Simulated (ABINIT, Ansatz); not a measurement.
# Quasiparticle gap of VBiO4 (Clinobisvanite) in ABINIT, part 3 of 3

Wanted: ground state, empty states, screening and self-energy for VBiO4 (Clinobisvanite).

ABINIT 10.8.3; LDA and many-body steps on it, plane waves. Known limits of the many-body steps: not at the basis limit; no spin polarisation; d states lean on the start; no spin-orbit coupling; coarse k mesh.

So far. Step 3 (Empty states on the mesh, 2×2×4 mesh, 341 bands): On this mesh the gap is 2.325 eV. The earlier step found 2.222 eV, so this mesh misses an edge. Step 4 (Screening, 2×2×4 mesh, 311 bands, screening to 176.9 eV): Local fields lower ε∞ by 15 %. On a Γ-centred mesh this coarse the value itself is usually too large, while a short band sum pulls it down.

### Step 5. Self-energy, 2×2×4 mesh, 311 bands, screening to 176.9 eV

The self-energy is evaluated for the states that the input lists, and the levels follow from it, in one-shot runs by the linearised quasiparticle equation.

This step: G0W0 on LDA, plane waves, norm-conserving pseudopotentials.

run.abi

```
acell 3*1.0 Angstrom
rprim 
  3.623583094700 -5.848600000000 -0.000000000000
  3.623583094700 5.848600000000 0.000000000000
  -3.550011012700 0.000000000000 3.647394391800
ntypat 3
znucl 23 83 8
natom 12
typat 1 1 2 2 3 3 3 3 3 3 3 3
xred 
  0.870000000000 0.130000000000 0.750000000000
  0.130000000000 0.870000000000 0.250000000000
  0.366500000000 0.633500000000 0.750000000000
  0.633500000000 0.366500000000 0.250000000000
  0.938300000000 0.354700000000 0.638800000000
  0.645300000000 0.061700000000 0.861200000000
  0.061700000000 0.645300000000 0.361200000000
  0.354700000000 0.938300000000 0.138800000000
  0.811300000000 0.709900000000 0.879600000000
  0.290100000000 0.188700000000 0.620400000000
  0.188700000000 0.290100000000 0.120400000000
  0.709900000000 0.811300000000 0.379600000000
pp_dirpath "pseudos"
pseudos "V.upf, Bi.upf, O.upf"
ecut 42
ngkpt 2 2 4
nshiftk 1
shiftk 0 0 0
kptopt 1
chksymbreak 0
istwfk *1
occopt 1
irdwfk 1
optdriver 4
nband 311
gwcalctyp 0
ecutsigx 42
symsigma 1
nkptgw 4
kptgw 
  0.0000000000 0.0000000000 0.2500000000
  0.5000000000 0.0000000000 0.5000000000
  0.5000000000 0.0000000000 0.0000000000
  0.0000000000 0.0000000000 0.0000000000
bdgw 
  59 62
  59 62
  59 62
  59 62
ecuteps 6.5
irdscr 1
ppmodel 1
indata_prefix "in"
outdata_prefix "out"
tmpdata_prefix "tmp"
```

Started as:

```
$ OMP_NUM_THREADS=1 mpirun -n 16 abinit run.abi > log
```

Numbers of over 12 decimals in the logs are rounded to 6 here.

What it wrote:

```text
.Version 10.8.3 of ABINIT. v10.8.2 released Aug 2026.

 Symmetries : space group C2/c (# 15); Bravais mC (1-face-center monocl.)
[... echo of the input left out ...]
== DATASET  1 ==================================================================
-   mpi_nproc: 16, omp_nthreads: 1 (-1 if OMP is not activated)

--- !DatasetInfo
iteration_state: {dtset: 1, }
dimensions: {natom: 12, nkpt: 9, mband: 311, nsppol: 1, nspinor: 1, nspden: 1, mpw: 13589, }
cutoff_energies: {ecut:  42.0, pawecutdg:  -1.0, }
electrons: {nelect:   1.20000000E+02, charge:   0.00000000E+00, occopt:   1.00000000E+00, tsmear:   1.00000000E-02, }

 SIGMA: Calculation of the GW corrections

 Based on a program developped by R.W. Godby, V. Olevano, G. Onida, and L. Reining.
 Incorporated in ABINIT by V. Olevano, G.-M. Rignanese, and M. Torrent.
.Using double precision arithmetic ; gwpc =  8

[... cell and pseudopotentials left out ...]
--------------------------------------------------------------------------------

 ==== K-mesh for the wavefunctions ====
 Number of points in the irreducible wedge :     9
[... list of points left out ...]
 Together with  4 symmetry operations and time-reversal symmetry
 yields    16 points in the full Brillouin Zone.

 ==== Q-mesh for screening function ====
 Number of points in the irreducible wedge :     9
[... list of points left out ...]
 Together with  4 symmetry operations and time-reversal symmetry
 yields    16 points in the full Brillouin Zone.

 vcoul_init : cutoff-mode = AUXILIARY_FUNCTION
 q-points for optical limit:   1
     1)      0.000010    0.000020    0.000030
 setmesh: FFT mesh size selected  =    60x   60x   48
          total number of points  =       172800

 Number of electrons calculated from density =  120.0000; Expected =  120.0000
 average of density, n =  0.115022
 r_s =    1.2756
 omega_plasma =   32.7150 [eV]

 === KS Band Gaps ===
  >>>> For spin  1
   Minimum direct gap =   2.3811 [eV], located at k-point      :   0.5000  0.0000  0.0000
   Fundamental gap    =   2.3246 [eV], Top of valence bands at :   0.0000  0.0000  0.2500
                                       Bottom of conduction at :   0.5000  0.0000  0.5000
 SIGMA fundamental parameters:
 PLASMON POLE MODEL  1
 number of plane-waves for SigmaX                13521
 number of plane-waves for SigmaC and W            837
 number of plane-waves for wavefunctions         13521
 number of bands                                   311
 number of independent spin polarizations            1
 number of spinorial components                      1
 number of k-points in IBZ                           9
 number of q-points in IBZ                           9
 number of symmetry operations                       4
 number of k-points in BZ                           16
 number of q-points in BZ                           16
 number of frequencies for dSigma/dE                 9
 frequency step for dSigma/dE [eV]                0.25
 number of omega for Sigma on real axis              0
 max omega for Sigma on real axis  [eV]           0.00
 zcut for avoiding poles [eV]                     0.10

 EPSILON^-1 parameters (SCR file):
 dimension of the eps^-1 matrix on file            837
 dimension of the eps^-1 matrix used               837
 number of plane-waves for wavefunctions         13521
 number of bands                                   311
 number of q-points in IBZ                           9
 number of frequencies                               2
 number of real frequencies                          1
 number of imag frequencies                          1

 matrix elements of self-energy operator (all in [eV])

 Perturbative Calculation

--- !SelfEnergy_ee
iteration_state: {dtset: 1, }
kpoint     : [   0.000,    0.000,    0.250, ]
spin       : 1
KS_gap     :    2.627
QP_gap     :    3.949
Delta_QP_KS:    1.322
data: !SigmaeeData |
     Band     E0 <VxcDFT>   SigX SigC(E0)      Z dSigC/dE  Sig(E)    E-E0       E
       59   4.879 -19.724 -24.209   4.650   0.766  -0.305 -19.597   0.127   5.006
       60   5.384 -19.614 -22.603   3.363   0.779  -0.283 -19.322   0.291   5.675
       61   8.011 -20.594 -14.004  -4.512   0.776  -0.288 -18.981   1.613   9.624
       62   8.173 -21.252 -14.454  -4.583   0.773  -0.294 -19.540   1.712   9.886

--- !SelfEnergy_ee
iteration_state: {dtset: 1, }
kpoint     : [   0.500,    0.000,    0.500, ]
spin       : 1
KS_gap     :    2.462
QP_gap     :    3.865
Delta_QP_KS:    1.403
data: !SigmaeeData |
     Band     E0 <VxcDFT>   SigX SigC(E0)      Z dSigC/dE  Sig(E)    E-E0       E
       59   4.988 -19.874 -24.006   4.362   0.769  -0.301 -19.697   0.177   5.165
       60   5.246 -19.529 -22.513   3.323   0.782  -0.279 -19.264   0.265   5.511
       61   7.708 -20.738 -13.818  -4.770   0.775  -0.290 -19.071   1.668   9.376
       62   8.085 -20.241 -13.655  -4.511   0.777  -0.287 -18.628   1.613   9.698

--- !SelfEnergy_ee
iteration_state: {dtset: 1, }
kpoint     : [   0.500,    0.000,    0.000, ]
spin       : 1
KS_gap     :    2.381
QP_gap     :    3.764
Delta_QP_KS:    1.383
data: !SigmaeeData |
     Band     E0 <VxcDFT>   SigX SigC(E0)      Z dSigC/dE  Sig(E)    E-E0       E
       59   4.997 -19.928 -23.708   4.059   0.772  -0.296 -19.713   0.215   5.212
       60   5.372 -19.693 -22.907   3.555   0.779  -0.284 -19.427   0.266   5.638
       61   7.753 -20.677 -13.946  -4.606   0.776  -0.289 -19.029   1.649   9.402
       62   8.176 -21.047 -14.226  -4.647   0.770  -0.298 -19.373   1.674   9.850

--- !SelfEnergy_ee
iteration_state: {dtset: 1, }
kpoint     : [   0.000,    0.000,    0.000, ]
spin       : 1
KS_gap     :    2.965
QP_gap     :    4.504
Delta_QP_KS:    1.538
data: !SigmaeeData |
     Band     E0 <VxcDFT>   SigX SigC(E0)      Z dSigC/dE  Sig(E)    E-E0       E
       59   4.849 -19.537 -24.251   4.840   0.766  -0.305 -19.440   0.097   4.946
       60   5.001 -20.090 -24.285   4.426   0.770  -0.299 -19.912   0.177   5.178
       61   7.966 -20.896 -14.115  -4.570   0.776  -0.289 -19.180   1.716   9.682
       62   8.407 -21.599 -14.724  -4.622   0.770  -0.298 -19.864   1.735  10.142

== END DATASET(S) ==============================================================
================================================================================

 -outvars: echo values of variables after computation  --------
           etotal      0.0000000000E+00
            nband         311
             nkpt           9
          spgroup          15
 [... the other variables as echoed above ...]

 Calculation completed.
```

The job ended after 4.7 min (16 MPI ranks of Arm Neoverse N1, shared host; peak memory 11 GiB; 76 min of CPU time).

Numbers from this step:

- G0W0 gap on the mesh: 3.701 eV
- starting gap on the mesh: 2.325 eV
- k of the valence top: 0, 0, 0.25
- k of the conduction bottom: 0.5, 0, 0.5
- Z at the valence top: 0.779
- Z at the conduction bottom: 0.775
- least direct G0W0 gap on the computed points: 3.764 eV

The gap on the mesh goes from 2.32 eV to 3.70 eV, a correction of +1.38 eV. The start differs from the 2.22 eV found before because the two sample other k points.

Limits: finite bands, cutoff and mesh; no spin polarisation; d states lean on the start; no spin-orbit coupling; coarse k mesh. v1 is the top filled band, c1 the lowest empty one. The levels before and after the correction (eV, zero at the valence-band top of each column):

```tsv
	conduction bottom	valence top
Kohn-Sham	2.32	0.00
G0W0	3.70	0.00
```

```tsv
	level	energy (eV)
Kohn-Sham	(0 0 0.25) v2	-0.505
Kohn-Sham	(0 0 0.25) v1	0.000
Kohn-Sham	(0 0 0.25) c1	2.627
Kohn-Sham	(0 0 0.25) c2	2.790
Kohn-Sham	(0.5 0 0.5) v2	-0.395
Kohn-Sham	(0.5 0 0.5) v1	-0.138
Kohn-Sham	(0.5 0 0.5) c1	2.325
Kohn-Sham	(0.5 0 0.5) c2	2.701
G0W0	(0 0 0.25) v2	-0.669
G0W0	(0 0 0.25) v1	0.000
G0W0	(0 0 0.25) c1	3.949
G0W0	(0 0 0.25) c2	4.211
G0W0	(0.5 0 0.5) v2	-0.510
G0W0	(0.5 0 0.5) v1	-0.164
G0W0	(0.5 0 0.5) c1	3.701
G0W0	(0.5 0 0.5) c2	4.023
```

### Step 6. Where the time went

Times are wall times on 16 MPI ranks of Arm Neoverse N1, shared host, good to a factor of about two.

```tsv
step	time	share	memory (GiB)
ground state	9 min	21 %	2.9
empty states on the mesh	10 min	24 %	2.3
screening	19 min	45 %	14
self-energy	4.7 min	11 %	11
```

### Step 7. Outcome

| Property | Result |
| --- | --- |
| LDA gap | 2.22 eV, indirect (only 48 meV under the direct gap) |
| G0W0 gap on the mesh | 3.70 eV |
| G0W0 gap over the zone (rigid shift) | 3.60 eV |
| GW settings | 2×2×4 mesh, 311 bands, screening to 176.9 eV, Godby-Needs plasmon pole |
| known limits | not at the basis limit; no spin polarisation; d states lean on the start; no spin-orbit coupling; coarse k mesh |

What this shows: G0W0 moves the gap on the mesh from 2.32 eV to 3.70 eV (+1.38 eV), with Z of 0.78 and 0.78 at the edges. The mesh misses the band edges by 0.10 eV in all; a rigid shift gives 3.60 eV for the zone. Local fields lower the RPA ε∞ on this mesh from 8.52 to 7.27; a Γ-centred mesh this coarse tends to raise both, most where the direct gap is narrow, while a short band sum lowers them. The dearest step here is «screening». Against experiment, by G0W0@LDA: the gap of 3.60 eV lies +1.33 eV from the measured 2.27 eV (electronic, 300 K, 2020); the gap of 3.60 eV lies +1.22 eV from the measured 2.38 eV (optical, 2024); the gap of 3.60 eV lies +1.21 eV from the measured 2.39 eV (electronic, 300 K, 2020). An exciton line or allowed optical edge lies below the quasiparticle gap by the binding energy; a forbidden edge can push the onset above it. The calculation has static nuclei and no excitons; a measured gap holds zero-point and thermal motion, which mostly lowers it. A miss this large is more than these effects usually give: tightly bound excitons can cover part of it, absorption edges of powders and films often read low, and no run here tells these apart. Bands and cutoff are finite, so the gap is not at the basis limit. The miss can reach some tenths of an eV and take either sign; the mesh is an error of its own. A denser mesh or path gives a starting gap of 2.22 eV: the GW mesh misses a band edge, so its gaps are not the fundamental one. The 2×2×4 mesh is coarse for this cell, which bears on the long-range parts of exchange and screening. Where an edge is built on 6p states of lead, bismuth or thallium, scalar-relativistic gaps usually stand too wide, by a few tenths to over one eV. The runs have no spin polarisation. For a closed low-spin shell that is the natural state; where a d or f shell is open it is a constraint, and the gap is then not the crystal's own. With d states at the gap, one-shot GW leans hard on its start. The many-body steps are scalar-relativistic: spin-orbit coupling is not in them.

[Paths, hosts, dates, memory and timing lines, banners, echoed tables and standing remarks are left out of the program output.]

[Logs are printed without paths, hosts, clocks, repeated set-up lines and the standing remarks that a program may print on its own settings, such as how far it seeks lower states.]

[Runs of the session that timed out or met a known fault of the program may be left out.]

[No measured gap is set beside runs whose start may be inverted or whose files or cutoffs have a known fault.]

[Hosts, paths, dates, database ids (printed as entryN), source tags and the programs' standing remarks are cut or masked in the printed files.]

[G0W0 gaps are taken among the corrected bands and points alone; a level outside them can change the order at an edge.]

[Where Ansatz stands beside ABINIT at settings called matched, ABINIT's density can come from a denser mesh and the files from another edition; pairs whose starting gaps differed by over 0.03 eV were left out, so agreement reads better than it is.]
